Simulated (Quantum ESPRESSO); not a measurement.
## Sr2MgReO6 (I4/m): the Mg K absorption edge

What does one-electron theory with a core hole give for the Mg K edge of Sr2MgReO6 (I4/m)?

Program: Quantum ESPRESSO 7.5. Level of theory: X-ray absorption near-edge structure, plane-wave PAW LDA, one-electron final states by a Lanczos continued fraction, without spin-orbit coupling. Results are calculated unless marked as measured.

This is a report of a sequence of runs, with most program output left out.

## (1) The structure

Symmetry: I4/m, No. 87, tetragonal system. The conventional cell has a = 5.621 Å, b = 5.621 Å, c = 8.036 Å, α = 90.00°, β = 90.00°, γ = 90.00°. Nearest to Re lie 6 O at 1.94 to 1.95 Å. Sr has 12 O at 2.65 to 3.01 Å nearest. Nearest to Mg lie 6 O at 2.07 Å. O has 1 Re at 1.94 Å and 1 Mg at 2.07 Å and 4 Sr at 2.65 to 3.01 Å nearest. Nearest to O lie 1 Re at 1.95 Å and 1 Mg at 2.07 Å and 4 Sr at 2.81 Å. Farther neighbours and most contacts between anions are not listed.

## (2) Ground state of the crystal

A plain self-consistent run shows whether there is a gap, which decides the set-up of the core-hole run.

The PAW data sets are made with ld1.x, with reconstruction data.

File scf.in:

```
&control
   calculation='scf', prefix='x', pseudo_dir='../pp', outdir='tmp', tprnfor=.true.
/
&system
   ibrav=0, nat=10, ntyp=4, nbnd=45
   ecutwfc=51, ecutrho=360
   occupations='smearing', smearing='mv', degauss=0.015
/
&electrons
   conv_thr=1.0e-07, electron_maxstep=120
   mixing_beta=0.5
/
ATOMIC_SPECIES
Re 1.0 Re.lda-spn-kjpaw.UPF
Sr 1.0 Sr.lda-spn-kjpaw.UPF
Mg3 1.0 Mg.lda-nx-kjpaw.UPF
O 1.0 O.lda-n-kjpaw.UPF
CELL_PARAMETERS angstrom
  -2.81032100 2.81032100 4.01809600
  2.81032100 -2.81032100 4.01809600
  2.81032100 2.81032100 -4.01809600
ATOMIC_POSITIONS crystal
Re   0.00000000 0.00000000 0.00000000
Sr   0.75000000 0.25000000 0.50000000
Sr   0.25000000 0.75000000 0.50000000
Mg3  0.50000000 0.50000000 0.00000000
O    0.20904350 0.72615650 0.93520000
O    0.79095650 0.27384350 0.06480000
O    0.27384350 0.20904350 0.48288700
O    0.72615650 0.79095650 0.51711300
O    0.75755600 0.75755600 0.00000000
O    0.24244400 0.24244400 0.00000000
K_POINTS automatic
7 7 7 0 0 0
```

On the command line:

```sh
OMP_NUM_THREADS=1 mpirun --oversubscribe --bind-to none -np 4 pw.x -nk 4 -in scf.in > scf.out
```

Elapsed: 62 s, on 4 MPI ranks of AMD EPYC 9R14 (Zen 4), shared host; peak memory 0.26 GiB; 4.1 min of CPU time.

Absorbing atoms carry a label of their own (element plus a letter or digit), as the spectrum program needs them as separate species.

The mesh shows no gap, so the system is treated as a metal and the core electron is put at the Fermi level (neutral cell).

## (3) Spectrum without a core hole, Mg atom 4

This cheap baseline ignores the attraction of the hole: it shows the absorber's empty states as they are in the ground state.

The absorber has 6 O at 2.07 Å (octahedral, site symmetry 4/m).

File xspectra.in:

```
&input_xspectra
   calculation='xanes_dipole', edge='K'
   prefix='x', outdir='tmp', xiabs=3, xe0=10.6207
   xonly_plot=.false., x_save_file='xanes.sav'
   xniter=3000, xcheck_conv=20, xerror=0.005
   xcoordcrys=.false., xepsilon(1)=1, xepsilon(2)=0, xepsilon(3)=0
/
&plot
   xnepoint=413, xemin=-10, xemax=45, terminator=.true., cut_occ_states=.true.
   xgamma=0.4
/
&pseudos
   filecore='../Mg.wfc'
/
&cut_occ
   cut_desmooth=0.1, cut_stepl=0.05, cut_stepu=0.05, cut_ierror=1e-5
/
8 8 8 0 0 0
```

On the command line:

```sh
OMP_NUM_THREADS=1 mpirun --oversubscribe --bind-to none -np 4 xspectra.x -nk 4 -in xspectra.in > xspectra.out
```

Run time: 5.7 min. Hardware: 4 MPI ranks; peak memory 0.17 GiB.

The Mg K spectrum, Mg atom 4, no core hole (energy from the energy zero of the input (xe0, at the border of filled and empty states); intensity scaled to a mean of 1 over the first 20 eV; the points at xe0, where the cut of filled states can leave a spike, are interpolated; polarised curves are means over the symmetry-equivalent atoms):

| E (eV) | isotropic | ε ⊥ c | ε ∥ c |
| --- | --- | --- | --- |
| -2.0 | 0.02 | 0.02 | 0.02 |
| -1.5 | 0.02 | 0.02 | 0.02 |
| -1.0 | 0.02 | 0.02 | 0.02 |
| -0.5 | 0.03 | 0.03 | 0.03 |
| 0.0 | 0.05 | 0.05 | 0.04 |
| 0.5 | 0.05 | 0.06 | 0.04 |
| 1.0 | 0.04 | 0.04 | 0.04 |
| 1.5 | 0.04 | 0.04 | 0.04 |
| 2.0 | 0.04 | 0.04 | 0.04 |
| 2.5 | 0.05 | 0.05 | 0.06 |
| 3.0 | 0.08 | 0.07 | 0.08 |
| 3.5 | 0.13 | 0.12 | 0.14 |
| 4.0 | 0.27 | 0.26 | 0.30 |
| 4.5 | 0.49 | 0.46 | 0.53 |
| 5.0 | 0.54 | 0.53 | 0.57 |
| 5.5 | 0.35 | 0.36 | 0.34 |
| 6.0 | 0.24 | 0.24 | 0.22 |
| 6.5 | 0.20 | 0.20 | 0.20 |
| 7.0 | 0.20 | 0.20 | 0.21 |
| 7.5 | 0.21 | 0.21 | 0.21 |
| 8.0 | 0.22 | 0.23 | 0.22 |
| 8.5 | 0.26 | 0.26 | 0.25 |
| 9.0 | 0.36 | 0.37 | 0.33 |
| 9.5 | 0.55 | 0.58 | 0.50 |
| 10.0 | 0.79 | 0.82 | 0.73 |
| 10.5 | 1.06 | 1.09 | 1.00 |
| 11.0 | 1.44 | 1.43 | 1.47 |
| 11.5 | 2.16 | 2.09 | 2.30 |
| 12.0 | 3.05 | 3.00 | 3.16 |
| 12.5 | 3.26 | 3.26 | 3.28 |
| 13.0 | 2.53 | 2.60 | 2.40 |
| 13.5 | 2.26 | 2.29 | 2.21 |
| 14.0 | 2.02 | 1.98 | 2.11 |
| 14.5 | 1.70 | 1.69 | 1.72 |
| 15.0 | 1.43 | 1.42 | 1.44 |
| 15.5 | 1.38 | 1.42 | 1.32 |
| 16.0 | 1.59 | 1.63 | 1.51 |
| 16.5 | 1.64 | 1.69 | 1.53 |
| 17.0 | 1.62 | 1.61 | 1.63 |
| 17.5 | 1.62 | 1.58 | 1.69 |
| 18.0 | 1.45 | 1.54 | 1.27 |
| 18.5 | 1.51 | 1.60 | 1.32 |
| 19.0 | 1.40 | 1.39 | 1.42 |
| 19.5 | 1.26 | 1.16 | 1.46 |
| 20.0 | 1.14 | 1.00 | 1.41 |
| 20.5 | 1.09 | 1.02 | 1.24 |
| 21.0 | 1.14 | 1.14 | 1.16 |
| 21.5 | 1.20 | 1.21 | 1.18 |
| 22.0 | 1.15 | 1.16 | 1.13 |
| 22.5 | 1.05 | 1.04 | 1.07 |
| 23.0 | 1.04 | 1.10 | 0.93 |
| 23.5 | 1.10 | 1.11 | 1.08 |
| 24.0 | 1.39 | 1.32 | 1.52 |
| 24.5 | 1.75 | 1.71 | 1.83 |
| 25.0 | 1.89 | 1.86 | 1.95 |
| 25.5 | 1.79 | 1.79 | 1.78 |
| 26.0 | 1.58 | 1.59 | 1.55 |
| 26.5 | 1.33 | 1.37 | 1.26 |
| 27.0 | 1.22 | 1.26 | 1.14 |
| 27.5 | 1.04 | 1.08 | 0.96 |
| 28.0 | 0.88 | 0.90 | 0.84 |
| 28.5 | 0.73 | 0.75 | 0.70 |
| 29.0 | 0.61 | 0.63 | 0.56 |
| 29.5 | 0.58 | 0.62 | 0.50 |
| 30.0 | 0.62 | 0.66 | 0.55 |
| 30.5 | 0.73 | 0.75 | 0.70 |
| 31.0 | 0.81 | 0.82 | 0.80 |
| 31.5 | 0.85 | 0.83 | 0.89 |
| 32.0 | 0.85 | 0.79 | 0.96 |

Main maxima below 24 eV (height): 4.8 eV (0.57), 12.3 eV (3.38), 16.3 eV (1.68) and 21.6 eV (1.21). A K edge sees empty p states on the absorber.

## (4) Another broadening

The final state's lifetime shortens with energy, so measured features broaden above the edge; the saved Lanczos coefficients are redrawn with a width that grows.

File xspectra_plot.in:

```
&input_xspectra
   calculation='xanes_dipole', edge='K'
   prefix='x', outdir='tmp', xiabs=3, xe0=10.6207
   xonly_plot=.true., x_save_file='xanes.sav'
   xniter=3000, xcheck_conv=20, xerror=0.005
   xcoordcrys=.false., xepsilon(1)=1, xepsilon(2)=0, xepsilon(3)=0
/
&plot
   xnepoint=413, xemin=-10, xemax=45, terminator=.true., cut_occ_states=.true.
   gamma_mode='variable', gamma_energy(1)=4, gamma_energy(2)=25, gamma_value(1)=0.3, gamma_value(2)=2.5
/
&pseudos
   filecore='../Mg.wfc'
/
&cut_occ
   cut_desmooth=0.1, cut_stepl=0.05, cut_stepu=0.05, cut_ierror=1e-5
/
8 8 8 0 0 0
```

On the command line:

```sh
OMP_NUM_THREADS=1 xspectra.x -in xspectra_plot.in > xspectra_plot.out
```

It took 14 s on 1 MPI rank; peak memory 0.07 GiB.

With a Lorentzian half width 0.3 eV up to 4 eV, rising linearly to 2.5 eV at 25 eV, the maxima are 4.8 eV (0.62) and 12.4 eV (2.39).

## (5) Cell without a hole, the energy reference

The photon energy needs a difference of total energies, so the cell and mesh of the coming hole run are first run without a hole.

File scf.in:

```
&control
   calculation='scf', prefix='x', pseudo_dir='../pp', outdir='tmp', tprnfor=.true.
/
&system
   ibrav=0, nat=10, ntyp=4, nbnd=45
   ecutwfc=51, ecutrho=360
   occupations='smearing', smearing='mv', degauss=0.015
/
&electrons
   conv_thr=1.0e-07, electron_maxstep=120
   mixing_beta=0.5
/
ATOMIC_SPECIES
Re 1.0 Re.lda-spn-kjpaw.UPF
Sr 1.0 Sr.lda-spn-kjpaw.UPF
Mg 1.0 Mg.lda-nx-kjpaw.UPF
O 1.0 O.lda-n-kjpaw.UPF
CELL_PARAMETERS angstrom
  0.00000000 -5.62064200 0.00000000
  -5.62064200 0.00000000 0.00000000
  2.81032100 -2.81032100 -4.01809600
ATOMIC_POSITIONS crystal
Re   0.00000000 0.00000000 0.00000000
Sr   0.75000000 0.75000000 0.50000000
Sr   0.25000000 0.25000000 0.50000000
Mg   0.50000000 0.50000000 0.00000000
O    0.79095650 0.27384350 0.00000000
O    0.20904350 0.72615650 0.00000000
O    0.72615650 0.79095650 0.00000000
O    0.27384350 0.20904350 0.00000000
O    0.75755600 0.24244400 0.48488800
O    0.24244400 0.75755600 0.51511200
K_POINTS automatic
6 6 6 0 0 0
```

On the command line:

```sh
OMP_NUM_THREADS=1 mpirun --oversubscribe --bind-to none -np 4 pw.x -nk 4 -in scf.in > scf.out
```

Wall time 39 s (4 MPI ranks); peak memory 0.24 GiB; 2.6 min of CPU time.

Reference energy: -644467.103 eV with the cores included.

## (6) The atom with a core hole

The final state has one core electron fewer, so a PAW data set is made for an atom with that hole.

File Mg.lda-nx-kjpaw-1sch.ld1.in:

```
&input
   title='Mg', zed=12., rel=1, iswitch=3, dft='PZ',
   config='1s1 2s2 2p6 3s2 3p1 3d-1'
/
&inputp
   file_pseudopw='Mg.lda-nx-kjpaw-1sch.UPF', author='',
   lpaw=.true.,
   pseudotype=3,
   lloc=-1,
   rcloc=2.0,
   which_augfun='PSQ',
   rmatch_augfun_nc=.true.,
   nlcc=.true.,
   new_core_ps=.true.,
   rcore=1.6,
   tm=.true.,
   zval=3,
   lgipaw_reconstruction=.true., use_paw_as_gipaw=.true.
/
6
3S  1  0  2.00  0.00  1.80  2.10  0.0
3S  1  0  0.00  4.00  1.80  2.10  0.0
3P  2  1  1.00  0.00  1.80  2.10  0.0
3P  2  1  0.00  3.00  1.80  2.10  0.0
3D  3  2  0.00  0.10  1.80  2.10  0.0
3D  3  2  0.00  1.00  1.80  2.10  0.0
```

On the command line:

```sh
ld1.x < Mg.lda-nx-kjpaw-1sch.ld1.in > Mg.lda-nx-kjpaw-1sch.ld1.out
```

The job ended after 0.99 s (1 MPI rank; peak memory 0.13 GiB).

Removing the core electron and adding it to the valence shell costs the free atom 1309.9 eV.

## (7) Cell with XCH, Mg atom 4

The holes are 5.6 Å apart. The excited electron is kept in the cell, where it fills the lowest empty states and screens the hole.

scf.in, as its differences from that of step 5:

```diff
@@ -15,3 +15,3 @@
 Sr 1.0 Sr.lda-spn-kjpaw.UPF
-Mg 1.0 Mg.lda-nx-kjpaw.UPF
+Mg0 1.0 Mg.lda-nx-kjpaw-1sch.UPF
 O 1.0 O.lda-n-kjpaw.UPF
@@ -25,3 +25,3 @@
 Sr   0.25000000 0.25000000 0.50000000
-Mg   0.50000000 0.50000000 0.00000000
+Mg0  0.50000000 0.50000000 0.00000000
 O    0.79095650 0.27384350 0.00000000
```

On the command line:

```sh
OMP_NUM_THREADS=1 mpirun --oversubscribe --bind-to none -np 4 pw.x -nk 4 -in scf.in > scf.out
```

Wall time 45 s (4 MPI ranks); peak memory 0.23 GiB; 3 min of CPU time.

Energy with the hole: -643159.514 eV, cores included.

## (8) Spectrum with XCH, Mg atom 4

The Lanczos recursion gives the spectrum without computing empty bands; each polarisation needs a run of its own on the full k mesh. xe0 is set between filled and empty states, and states below it are cut, here at the Fermi level, which holds the excited electron. The file of filecore holds the core orbital, taken from the hole-free data set.

xspectra.in, as its differences from that of step 3:

```diff
@@ -2,3 +2,3 @@
    calculation='xanes_dipole', edge='K'
-   prefix='x', outdir='tmp', xiabs=3, xe0=10.6207
+   prefix='x', outdir='tmp', xiabs=3, xe0=11.5658
    xonly_plot=.false., x_save_file='xanes.sav'
@@ -17,2 +17,2 @@
 /
-8 8 8 0 0 0
+7 7 7 0 0 0
```

xspectra_1.in, as its differences from xspectra.in of step 8:

```diff
@@ -5,3 +5,3 @@
    xniter=3000, xcheck_conv=20, xerror=0.005
-   xcoordcrys=.false., xepsilon(1)=1, xepsilon(2)=0, xepsilon(3)=0
+   xcoordcrys=.false., xepsilon(1)=0, xepsilon(2)=0, xepsilon(3)=1
 /
```

On the command line:

```sh
OMP_NUM_THREADS=1 mpirun --oversubscribe --bind-to none -np 4 xspectra.x -nk 4 -in xspectra.in > xspectra.out
```

Elapsed: 3.7 min, on 4 MPI ranks; peak memory 0.17 GiB; 15 min of CPU time.

The Mg K spectrum, Mg atom 4, excited-electron core hole (neutral cell) (energy from the energy zero of the input (xe0, at the border of filled and empty states); intensity scaled to a mean of 1 over the first 20 eV; the points at xe0, where the cut of filled states can leave a spike, are interpolated; polarised curves are means over the symmetry-equivalent atoms):

| E (eV) | isotropic | ε ⊥ c | ε ∥ c |
| --- | --- | --- | --- |
| -2.0 | 0.03 | 0.03 | 0.03 |
| -1.4 | 0.03 | 0.03 | 0.03 |
| -0.8 | 0.04 | 0.04 | 0.04 |
| -0.2 | 0.06 | 0.06 | 0.06 |
| 0.4 | 0.08 | 0.08 | 0.07 |
| 1.0 | 0.07 | 0.07 | 0.07 |
| 1.6 | 0.09 | 0.09 | 0.10 |
| 2.2 | 0.16 | 0.15 | 0.18 |
| 2.8 | 0.29 | 0.28 | 0.31 |
| 3.4 | 0.49 | 0.47 | 0.52 |
| 4.0 | 0.91 | 0.88 | 0.98 |
| 4.6 | 0.80 | 0.81 | 0.80 |
| 5.2 | 0.63 | 0.65 | 0.61 |
| 5.8 | 0.64 | 0.65 | 0.61 |
| 6.4 | 0.78 | 0.78 | 0.78 |
| 7.0 | 0.85 | 0.87 | 0.81 |
| 7.6 | 1.19 | 1.23 | 1.12 |
| 8.2 | 2.33 | 2.40 | 2.17 |
| 8.8 | 3.70 | 3.71 | 3.68 |
| 9.4 | 3.83 | 3.70 | 4.07 |
| 10.0 | 2.80 | 2.72 | 2.95 |
| 10.6 | 1.73 | 1.77 | 1.64 |
| 11.2 | 1.11 | 1.15 | 1.02 |
| 11.8 | 0.82 | 0.84 | 0.77 |
| 12.4 | 0.78 | 0.77 | 0.81 |
| 13.0 | 0.73 | 0.73 | 0.73 |
| 13.6 | 0.69 | 0.68 | 0.70 |
| 14.2 | 0.74 | 0.76 | 0.71 |
| 14.8 | 0.94 | 0.97 | 0.89 |
| 15.4 | 0.83 | 0.84 | 0.80 |
| 16.0 | 0.83 | 0.81 | 0.87 |
| 16.6 | 0.81 | 0.83 | 0.79 |
| 17.2 | 0.80 | 0.82 | 0.75 |
| 17.8 | 0.81 | 0.78 | 0.85 |
| 18.4 | 0.75 | 0.69 | 0.88 |
| 19.0 | 0.66 | 0.58 | 0.81 |
| 19.6 | 0.62 | 0.62 | 0.63 |
| 20.2 | 0.64 | 0.69 | 0.56 |
| 20.8 | 0.76 | 0.78 | 0.71 |
| 21.4 | 0.91 | 0.89 | 0.95 |
| 22.0 | 0.93 | 0.92 | 0.95 |
| 22.6 | 0.93 | 0.92 | 0.93 |
| 23.2 | 0.97 | 0.98 | 0.96 |
| 23.8 | 0.84 | 0.87 | 0.79 |
| 24.4 | 0.81 | 0.82 | 0.79 |
| 25.0 | 0.75 | 0.77 | 0.72 |
| 25.6 | 0.61 | 0.63 | 0.56 |
| 26.2 | 0.56 | 0.57 | 0.54 |
| 26.8 | 0.51 | 0.50 | 0.52 |
| 27.4 | 0.41 | 0.42 | 0.39 |
| 28.0 | 0.41 | 0.42 | 0.38 |
| 28.6 | 0.43 | 0.44 | 0.39 |
| 29.2 | 0.53 | 0.54 | 0.53 |
| 29.8 | 0.63 | 0.63 | 0.64 |
| 30.4 | 0.60 | 0.58 | 0.64 |
| 31.0 | 0.59 | 0.57 | 0.64 |
| 31.6 | 0.54 | 0.54 | 0.54 |

Main maxima below 24 eV (height): 4.2 eV (0.94), 9.2 eV (3.93), 14.8 eV (0.94) and 23.1 eV (0.98). 

The total-energy difference is 1307.59 eV. One term is added: -12.89 eV, since the hole is spin-paired here and a spin-polarised one costs that much less in the free atom (computed apart). The photon energy is then 1294.70 eV. The tabulated edge of the element is 1303 eV. The functional leaves an error in such absolute values: in the free atom LDA prices this hole 6.5 eV below PBE (computed apart), and PBE is itself good to a few eV.

## (9) Another broadening

xspectra_plot.in, as its differences from that of step 4:

```diff
@@ -2,3 +2,3 @@
    calculation='xanes_dipole', edge='K'
-   prefix='x', outdir='tmp', xiabs=3, xe0=10.6207
+   prefix='x', outdir='tmp', xiabs=3, xe0=11.5658
    xonly_plot=.true., x_save_file='xanes.sav'
@@ -17,2 +17,2 @@
 /
-8 8 8 0 0 0
+7 7 7 0 0 0
```

On the command line:

```sh
OMP_NUM_THREADS=1 xspectra.x -in xspectra_plot.in > xspectra_plot.out
```

It took 10 s on 1 MPI rank; peak memory 0.05 GiB.

With a Lorentzian half width 0.3 eV up to 4 eV, rising linearly to 2.5 eV at 25 eV, the maxima are 4.2 eV (1.05) and 9.1 eV (3.05).

## (10) Spectrum with XCH, other settings, Mg atom 4

This attempt departs from the first core-hole run: k mesh from sound to 1×1×1.

xspectra.in, as its differences from that of step 8:

```diff
@@ -17,2 +17,2 @@
 /
-7 7 7 0 0 0
+1 1 1 0 0 0
```

On the command line:

```sh
OMP_NUM_THREADS=1 mpirun --oversubscribe --bind-to none -np 4 xspectra.x -in xspectra.in > xspectra.out
```

It took 6.4 s on 4 MPI ranks; peak memory 0.14 GiB.

The run finished. A setting was moved off its sound value on purpose, so it serves as a test and not as the result.

The fault put into the input: the spectrum is summed over the zone centre alone.

The scaled spectrum changes by 86 % r.m.s. The highest intensity below 16 eV goes from 9.2 eV (3.93) to 9.2 eV (10.74).

| E (eV) | first run | this run |
| --- | --- | --- |
| -2.0 | 0.03 | 0.02 |
| -0.5 | 0.05 | 0.03 |
| 1.0 | 0.07 | 0.05 |
| 2.5 | 0.22 | 0.14 |
| 4.0 | 0.91 | 0.77 |
| 5.5 | 0.60 | 0.19 |
| 7.0 | 0.85 | 0.41 |
| 8.5 | 3.15 | 2.79 |
| 10.0 | 2.80 | 2.16 |
| 11.5 | 0.92 | 0.36 |
| 13.0 | 0.73 | 0.39 |
| 14.5 | 0.88 | 0.17 |
| 16.0 | 0.83 | 0.27 |
| 17.5 | 0.79 | 0.45 |
| 19.0 | 0.66 | 2.44 |
| 20.5 | 0.69 | 2.02 |
| 22.0 | 0.93 | 0.77 |
| 23.5 | 0.91 | 0.79 |
| 25.0 | 0.75 | 0.19 |
| 26.5 | 0.56 | 0.08 |
| 28.0 | 0.41 | 0.08 |
| 29.5 | 0.59 | 0.41 |
| 31.0 | 0.59 | 0.33 |

## (11) What the core hole does

Both curves are counted from their own zero, so only the shift of weight within the empty states shows.

| E (eV) | no hole | XCH |
| --- | --- | --- |
| -2.0 | 0.02 | 0.03 |
| -1.0 | 0.02 | 0.04 |
| 0.0 | 0.05 | 0.07 |
| 1.0 | 0.04 | 0.07 |
| 2.0 | 0.04 | 0.13 |
| 3.0 | 0.08 | 0.34 |
| 4.0 | 0.27 | 0.91 |
| 5.0 | 0.54 | 0.67 |
| 6.0 | 0.24 | 0.68 |
| 7.0 | 0.20 | 0.85 |
| 8.0 | 0.22 | 1.78 |
| 9.0 | 0.36 | 3.88 |
| 10.0 | 0.79 | 2.80 |
| 11.0 | 1.44 | 1.27 |
| 12.0 | 3.05 | 0.80 |
| 13.0 | 2.53 | 0.73 |
| 14.0 | 2.02 | 0.69 |
| 15.0 | 1.43 | 0.91 |
| 16.0 | 1.59 | 0.83 |
| 17.0 | 1.62 | 0.82 |
| 18.0 | 1.45 | 0.80 |
| 19.0 | 1.40 | 0.66 |
| 20.0 | 1.14 | 0.63 |
| 21.0 | 1.14 | 0.81 |
| 22.0 | 1.15 | 0.93 |
| 23.0 | 1.04 | 0.97 |
| 24.0 | 1.39 | 0.82 |
| 25.0 | 1.89 | 0.75 |
| 26.0 | 1.58 | 0.56 |
| 27.0 | 1.22 | 0.46 |
| 28.0 | 0.88 | 0.41 |
| 29.0 | 0.61 | 0.49 |
| 30.0 | 0.62 | 0.62 |
| 31.0 | 0.81 | 0.59 |
| 32.0 | 0.85 | 0.49 |

With each curve scaled to its own mean, the area from −2 to 6 eV with the hole is 2.5 against 1.2, and the centre of weight from −1 to 20 eV moves by -3.1 eV: the hole pulls the absorber's empty states down.

## (12) Runs not followed above

These runs aren't followed: redraws of a spectrum that repeat one shown, runs with a planted fault or a state judged unsound, or a program's part that gave no sound spectrum.

| program | step | status | elapsed |
| --- | --- | --- | --- |
| Quantum ESPRESSO | spectrum with XCH, other settings | converged | 46 s |

## (13) Outcome

| Property | Result |
| --- | --- |
| absorber and edge | Mg K, atom 4 of the ground-state input (counted from 1) |
| surroundings | 6 O at 2.07 Å (octahedral, site symmetry 4/m) |
| highest intensity below 16 eV | 9.2 eV above the zero, height 3.93 |
| photon energy of the zero, with the added terms | 1294.7 eV (raw 1307.6 eV; LDA puts this hole about 6 eV below PBE, itself good to a few eV) |

**Reading.** The Mg K edge of atom 4, with 6 O at 2.07 Å (octahedral, site symmetry 4/m), has its highest intensity of the first 16 eV at 9.2 eV above the zero, near 1304 eV in photon energy (LDA puts this hole about 6 eV below PBE, itself good to a few eV), 3.9 times the mean level of the first 20 eV (Lorentzian half width 0.4 eV). With each curve scaled to its own mean, the area from −2 to 6 eV with the hole is 2.5 against 1.2, and the centre of weight from −1 to 20 eV moves by -3.1 eV: the hole pulls the absorber's empty states down. At the Mg K edge of atom 4 polarisation matters most near 9.6 eV, where the curves differ by 0.4 on this scale. 2 further runs of this session are left out of this account as redundant. The primitive cell holds an odd number of electrons, so a spin-paired run has to come out metallic; that is right for a metal, but some such compounds are magnetic or distorted insulators. The holes are only 5.6 Å apart, so the shape is probably not converged with cell size; no larger cell was run here. The structure is a computed Materials Project entry and may be a hypothetical form.

[Logs are printed without paths, hosts, clocks, repeated set-up lines and the standing remarks that a program may print on its own settings, such as how far it seeks lower states.]

[Hosts, paths, dates, database ids (printed as entryN), source tags and the programs' standing remarks are cut or masked in the printed files.]

[Lists of maxima count a maximum above −3 eV only where it reaches 4 % of the highest in the window and stands out from its surroundings by 2 % of it (1.5 % where it reaches 55 %); shoulders and weaker maxima are passed over, and of the rest the first, up to two pre-edge ones and the few strongest are named.]
